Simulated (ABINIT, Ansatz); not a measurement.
# VBiO4 (Clinobisvanite): G0W0 with ABINIT, start to end

How does a plane-wave GW calculation on VBiO4 (Clinobisvanite) run from the first input to the gap?

Calculated with ABINIT 10.8.3; LDA and many-body steps on it, plane waves.

**The experiments to reproduce.**

- Gap 2.38 eV: optical gap from linear extrapolation of the absorption edge; UV-visible absorption, Tauc-type extrapolation; powder (hydrothermally grown porous microspheres, annealed at 500 C) (“Fabrication and performance enhancement of an In2O3/BiVO4 heterojunction for N-butanol gas sensing applications”, 2024, pmc:11650617).

- Gap 2.39 eV: optical absorption edge, indirect Tauc analysis, light polarized along [001] (tetragonal axes), parallel to principal axis; transmittance and reflectance spectroscopy, Tauc plot; 300 K; bulk crystal (Czochralski single crystal, (110)-oriented, 360 um thick) (“Role of the ferroelastic strain in the optical absorption of BiVO4”, 2020, arxiv:2004.10183).

- Gap 2.27 eV: optical absorption edge, indirect Tauc analysis, light polarized along [-110] (tetragonal axes), perpendicular to principal axis; transmittance and reflectance spectroscopy, Tauc plot; 300 K; bulk crystal (Czochralski single crystal, (110)-oriented, 360 um thick) (“Role of the ferroelastic strain in the optical absorption of BiVO4”, 2020, arxiv:2004.10183).

## 1. Set-up

Symmetry: C2/c, No. 15, monoclinic system. Conventional cell: a = 7.247 Å, b = 11.697 Å, c = 5.090 Å, α = 90.00°, β = 134.22°, γ = 90.00°. Nearest to V lie 4 O at 1.69 to 1.77 Å. Bi has 8 O at 2.35 to 2.63 Å nearest. O has 1 V at 1.77 Å and 2 Bi at 2.35 to 2.37 Å nearest. Nearest to O lie 1 V at 1.69 Å and 2 Bi at 2.52 to 2.63 Å. Farther neighbours and most contacts between anions are not listed.

The cell and positions come from the Crystallography Open Database and are kept as given unless a step says otherwise. Spin-orbit coupling is left out unless a step names it.

## 2. Ground state

This step: ABINIT 10.8.3; DFT, LDA, plane waves, norm-conserving pseudopotentials.

The ground-state density comes first.

Contents of run.abi:

```
acell 3*1.0 Angstrom
rprim 
  3.623583094700 -5.848600000000 -0.000000000000
  3.623583094700 5.848600000000 0.000000000000
  -3.550011012700 0.000000000000 3.647394391800
ntypat 3
znucl 23 83 8
natom 12
typat 1 1 2 2 3 3 3 3 3 3 3 3
xred 
  0.870000000000 0.130000000000 0.750000000000
  0.130000000000 0.870000000000 0.250000000000
  0.366500000000 0.633500000000 0.750000000000
  0.633500000000 0.366500000000 0.250000000000
  0.938300000000 0.354700000000 0.638800000000
  0.645300000000 0.061700000000 0.861200000000
  0.061700000000 0.645300000000 0.361200000000
  0.354700000000 0.938300000000 0.138800000000
  0.811300000000 0.709900000000 0.879600000000
  0.290100000000 0.188700000000 0.620400000000
  0.188700000000 0.290100000000 0.120400000000
  0.709900000000 0.811300000000 0.379600000000
pp_dirpath "pseudos"
pseudos "V.upf, Bi.upf, O.upf"
ecut 42
ngkpt 4 4 4
nshiftk 1
shiftk 0 0 0
kptopt 1
chksymbreak 0
nband 70
occopt 1
tolvrs 1e-08
nstep 60
prtwf 0
optforces 0
optstress 0
indata_prefix "in"
outdata_prefix "out"
tmpdata_prefix "tmp"
```

Command:

```console
OMP_NUM_THREADS=1 mpirun -n 8 abinit run.abi > log
```

Numbers of over 12 decimals in the logs are rounded to 6 here.

The program printed:

```text
.Version 10.8.3 of ABINIT. v10.8.2 released Aug 2026.

 Symmetries : space group C2/c (# 15); Bravais mC (1-face-center monocl.)
================================================================================
 Values of the parameters that define the memory need of the present run
     intxc =       0    ionmov =       0      iscf =       7    lmnmax =       6
     lnmax =       6     mgfft =      80  mpssoang =       3    mqgrid =    3001
     natom =      12  nloc_mem =       1    nspden =       1   nspinor =       1
    nsppol =       1      nsym =       4    n1xccc =    2501    ntypat =       3
    occopt =       1   xclevel =       1
-    mband =          70        mffmem =           1         mkmem =           3
       mpw =       13604          nfft =      384000          nkpt =          24
================================================================================
  Rough estimation (10% accuracy) of disk space for files :
================================================================================

--------------------------------------------------------------------------------
------------- Echo of variables that govern the present computation ------------
--------------------------------------------------------------------------------
 -outvars: echo values of preprocessed input variables --------
            acell      1.8897261259E+00  1.8897261259E+00  1.8897261259E+00 Bohr

      chksymbreak           0
             ecut      4.20000000E+01 Hartree
-          fftalg         312

              ixc       -1012
              kpt      0.00000000E+00  0.00000000E+00  0.00000000E+00
                       2.50000000E-01  0.00000000E+00  0.00000000E+00
                       5.00000000E-01  0.00000000E+00  0.00000000E+00
                       2.50000000E-01  2.50000000E-01  0.00000000E+00
                       5.00000000E-01  2.50000000E-01  0.00000000E+00
                      -2.50000000E-01  2.50000000E-01  0.00000000E+00
                       5.00000000E-01  5.00000000E-01  0.00000000E+00
                       0.00000000E+00  0.00000000E+00  2.50000000E-01
                       2.50000000E-01  0.00000000E+00  2.50000000E-01
   [... 13 further rows ...]
                      -2.50000000E-01  2.50000000E-01  5.00000000E-01
                       5.00000000E-01  5.00000000E-01  5.00000000E-01
         kptrlatt        4    0    0      0    4    0      0    0    4
          kptrlen      3.84733121E+01
P           mkmem           3
            natom          12
            nband          70
            ngfft          80      80      60
             nkpt          24
            nstep          60
             nsym           4
           ntypat           3
              occ      2.000000  2.000000  2.000000  2.000000  2.000000  2.000000
                       2.000000  2.000000  2.000000  2.000000  2.000000  2.000000
                       2.000000  2.000000  2.000000  2.000000  2.000000  2.000000
                       2.000000  2.000000  2.000000  2.000000  2.000000  2.000000
                       2.000000  2.000000  2.000000  2.000000  2.000000  2.000000
                       2.000000  2.000000  2.000000  2.000000  2.000000  2.000000
                       2.000000  2.000000  2.000000  2.000000  2.000000  2.000000
                       2.000000  2.000000  2.000000  2.000000  2.000000  2.000000
                       2.000000  2.000000  2.000000  2.000000  2.000000  2.000000
                       2.000000  2.000000  2.000000  2.000000  2.000000  2.000000
                       0.000000  0.000000  0.000000  0.000000  0.000000  0.000000
                       0.000000  0.000000  0.000000  0.000000
        optforces           0
        optstress           0
            prtwf           0
            rprim      3.6235830947E+00 -5.8486000000E+00 -0.0000000000E+00
[...]
spgroup          15

           tolvrs      1.00000000E-08

             xred      8.7000000000E-01  1.3000000000E-01  7.5000000000E-01
[...]
znucl       23.00000   83.00000    8.00000

================================================================================

 chkinp: Checking input parameters for consistency.

================================================================================
== DATASET  1 ==================================================================
-   mpi_nproc: 8, omp_nthreads: 1 (-1 if OMP is not activated)

--- !DatasetInfo
iteration_state: {dtset: 1, }
dimensions: {natom: 12, nkpt: 24, mband: 70, nsppol: 1, nspinor: 1, nspden: 1, mpw: 13604, }
cutoff_energies: {ecut:  42.0, pawecutdg:  -1.0, }
electrons: {nelect:   1.20000000E+02, charge:   0.00000000E+00, occopt:   1.00000000E+00, tsmear:   1.00000000E-02, }

 Real(R)+Recip(G) space primitive vectors, cartesian coordinates (Bohr,Bohr^-1):
 R(1)=  6.8475796-11.0522522  0.0000000  G(1)=  0.0730185 -0.0452396  0.0710689
 R(2)=  6.8475796 11.0522522  0.0000000  G(2)=  0.0730185  0.0452396  0.0710689
 R(3)= -6.7085486  0.0000000  6.8925765  G(3)=  0.0000000  0.0000000  0.1450836
 Unit cell volume ucvol=  1.0432766E+03 bohr^3
 Angles (23,13,12)=  1.11551715E+02  1.11551715E+02  1.16438255E+02 degrees

 getcut: wavevector=  0.0000  0.0000  0.0000  ngfft=  80  80  60
         ecut(hartree)=     42.000   => boxcut(ratio)=   2.10928

[...]
_setup2: Arith. and geom. avg. npw (full set) are   13560.141   13560.129

================================================================================

--- !BeginCycle
iteration_state: {dtset: 1, }
solver: {iscf: 7, nstep: 60, nline: 4, wfoptalg: 0, }
tolerances: {tolvrs: 1.00E-08, }

     iter   Etot(hartree)      deltaE(h)  residm     vres2
 ETOT  1  -741.96442936886    -7.420E+02 1.924E-01 8.828E+03
 ETOT  2  -717.09537886994     2.487E+01 7.802E-02 2.089E+05
 ETOT  3  -744.11276024152    -2.702E+01 4.926E-02 1.262E+03
 ETOT  4  -744.27175379466    -1.590E-01 2.321E-02 2.465E+02
 ETOT  5  -744.29385161846    -2.210E-02 6.805E-03 2.329E+02
 ETOT  6  -744.30801994951    -1.417E-02 1.391E-02 2.076E+01
 ETOT  7  -744.31124025990    -3.220E-03 5.860E-03 8.587E-01
 ETOT  8  -744.31131943029    -7.917E-05 6.599E-03 1.826E-01
 ETOT  9  -744.31134242160    -2.299E-05 2.494E-03 6.986E-03
 ETOT 10  -744.31134304967    -6.281E-07 1.706E-03 4.163E-05
 ETOT 11  -744.31134305550    -5.830E-09 1.541E-03 2.074E-05
 ETOT 12  -744.31134305709    -1.583E-09 1.159E-03 1.324E-06
 ETOT 13  -744.31134305717    -8.083E-11 1.593E-03 6.769E-08
 ETOT 14  -744.31134305721    -4.127E-11 9.707E-04 1.756E-09

 At SCF step   14       vres2   =  1.76E-09 < tolvrs=  1.00E-08 =>converged.

--- !ResultsGS
iteration_state: {dtset: 1, }
comment   : Summary of ground state results
lattice_vectors:
- [  6.8475796, -11.0522522,  -0.0000000, ]
- [  6.8475796,  11.0522522,   0.0000000, ]
- [ -6.7085486,   0.0000000,   6.8925765, ]
lattice_lengths: [  13.00160,   13.00160,    9.61833, ]
lattice_angles: [111.552, 111.552, 116.438, ] # degrees, (23, 13, 12)
lattice_volume:   1.0432766E+03
convergence: {deltae: -4.127E-11, res2:  1.756E-09, residm:  9.707E-04, diffor:  0.000E+00, }
etotal    :  -7.44311343E+02
entropy   :   0.00000000E+00
fermie    :   1.98658502E-01
cartesian_stress_tensor: null
pressure_GPa: null
xred      :
- [  8.7000E-01,   1.3000E-01,   7.5000E-01,  V]
- [  1.3000E-01,   8.7000E-01,   2.5000E-01,  V]
- [  3.6650E-01,   6.3350E-01,   7.5000E-01, Bi]
- [  6.3350E-01,   3.6650E-01,   2.5000E-01, Bi]
- [  9.3830E-01,   3.5470E-01,   6.3880E-01,  O]
- [  6.4530E-01,   6.1700E-02,   8.6120E-01,  O]
- [  6.1700E-02,   6.4530E-01,   3.6120E-01,  O]
- [  3.5470E-01,   9.3830E-01,   1.3880E-01,  O]
- [  8.1130E-01,   7.0990E-01,   8.7960E-01,  O]
- [  2.9010E-01,   1.8870E-01,   6.2040E-01,  O]
- [  1.8870E-01,   2.9010E-01,   1.2040E-01,  O]
- [  7.0990E-01,   8.1130E-01,   3.7960E-01,  O]
cartesian_forces: null
force_length_stats: {min: null, max: null, mean: null, }

 Integrated electronic density in atomic spheres:
 ------------------------------------------------
 Atom  Sphere_radius  Integrated_density
[...]
================================================================================

 ----iterations are completed or convergence reached----

 Mean square residual over all n,k,spin=   26.715E-07; max=  97.067E-05
 reduced coordinates (array xred) for   12 atoms
[...]
0.354700000000      0.938300000000      0.138800000000
       0.811300000000      0.709900000000      0.879600000000
       0.290100000000      0.188700000000      0.620400000000
       0.188700000000      0.290100000000      0.120400000000
       0.709900000000      0.811300000000      0.379600000000
 rms dE/dt=  0.0000E+00; max dE/dt=  0.0000E+00; dE/dt below (all hartree)
    1       0.000000000000      0.000000000000      0.000000000000
    2       0.000000000000      0.000000000000      0.000000000000
    3       0.000000000000      0.000000000000      0.000000000000
    4       0.000000000000      0.000000000000      0.000000000000
    5       0.000000000000      0.000000000000      0.000000000000
    6       0.000000000000      0.000000000000      0.000000000000
    7       0.000000000000      0.000000000000      0.000000000000
    8       0.000000000000      0.000000000000      0.000000000000
    9       0.000000000000      0.000000000000      0.000000000000
[...]
cartesian coordinates (angstrom) at end:
[...]
8      4.192551     3.413243     0.506258
    9      2.389605    -0.593048     3.208248
   10     -0.467455    -0.593048     2.262843
   11      1.307550     0.593048     0.439146
   12      4.164610     0.593048     1.384551
 length scales=  1.889726125908  1.889726125908  1.889726125908 bohr
              =  1.000000000000  1.000000000000  1.000000000000 angstroms
 prteigrs : about to open file out_EIG
 Fermi (or HOMO) energy (hartree) =   0.19866   Average Vxc (hartree)=  -0.42703
 Eigenvalues (hartree) for nkpt=  24  k points:
 kpt#   1, nband= 70, wtk=  0.01563, kpt=  0.0000  0.0000  0.0000 (reduced coord)
  -5.40306   -5.40306   -3.12272   -3.12271   -3.12242   -3.12241   -3.12169   -3.12168
  -2.13395   -2.13392   -1.19087   -1.19075   -1.18851   -1.18810   -1.18799   -1.18794
  -0.60046   -0.59925   -0.59834   -0.59762   -0.59698   -0.59681   -0.59676   -0.59635
  -0.59547   -0.59539   -0.45527   -0.40504   -0.39864   -0.39285   -0.39242   -0.38827
  -0.38445   -0.37997   -0.16253   -0.12443    0.00826    0.01986    0.02995    0.03537
   0.05438    0.06468    0.07619    0.07988    0.08379    0.08776    0.09626    0.10444
   0.11453    0.11804    0.11818    0.13203    0.13686    0.13945    0.14302    0.14521
   0.16457    0.17617    0.17819    0.18377    0.29275    0.30893    0.32047    0.32713
   0.34834    0.35503    0.35806    0.35955    0.36530    0.36622
 prteigrs : prtvol=0 or 1, do not print more k-points.

--- !EnergyTerms
iteration_state     : {dtset: 1, }
comment             : Components of total free energy in Hartree
kinetic             :  2.78466171025959E+02
hartree             :  2.00861884771591E+02
xc                  : -1.26250777591770E+02
Ewald energy        : -4.46860914852584E+02
psp_core            :  1.55196158167582E+01
local_psp           : -6.71360174866637E+02
non_local_psp       :  5.31285263947539E+00
total_energy        : -7.44311343057208E+02
total_energy_eV     : -2.02537434431945E+04
band_energy         : -9.58040374725524E+01

== END DATASET(S) ==============================================================
================================================================================

 -outvars: echo values of variables after computation  --------
           etotal     -7.4431134306E+02
            nband          70
             nkpt          24
          spgroup          15
 [... the other variables as echoed above ...]

 Calculation completed.
```

The job ended after 4.1 min (8 MPI ranks of Arm Neoverse V2, shared host; peak memory 1.6 GiB).

Numbers from this step:

| Item | Value |
| --- | --- |
| total energy | -20253.7434 eV |
| gap | 2.302 eV |
| k of the valence top | 0.25, 0.25, 0 |
| k of the conduction bottom | 0.5, 0, 0.5 |
| least direct gap | 2.346 eV |

The gap is indirect, with the least direct gap 0.04 eV higher.

[end of part 1 of 3]

[Paths, hosts, dates, memory and timing lines, banners, echoed tables and standing remarks are left out of the program output.]

[Logs are printed without paths, hosts, clocks, repeated set-up lines and the standing remarks that a program may print on its own settings, such as how far it seeks lower states.]

[Runs of the session that timed out or met a known fault of the program may be left out.]

[Hosts, paths, dates, database ids (printed as entryN), source tags and the programs' standing remarks are cut or masked in the printed files.]

[G0W0 gaps are taken among the corrected bands and points alone; a level outside them can change the order at an edge.]

[Where Ansatz stands beside ABINIT at settings called matched, ABINIT's density can come from a denser mesh and the files from another edition; pairs whose starting gaps differed by over 0.03 eV were left out, so agreement reads better than it is.]
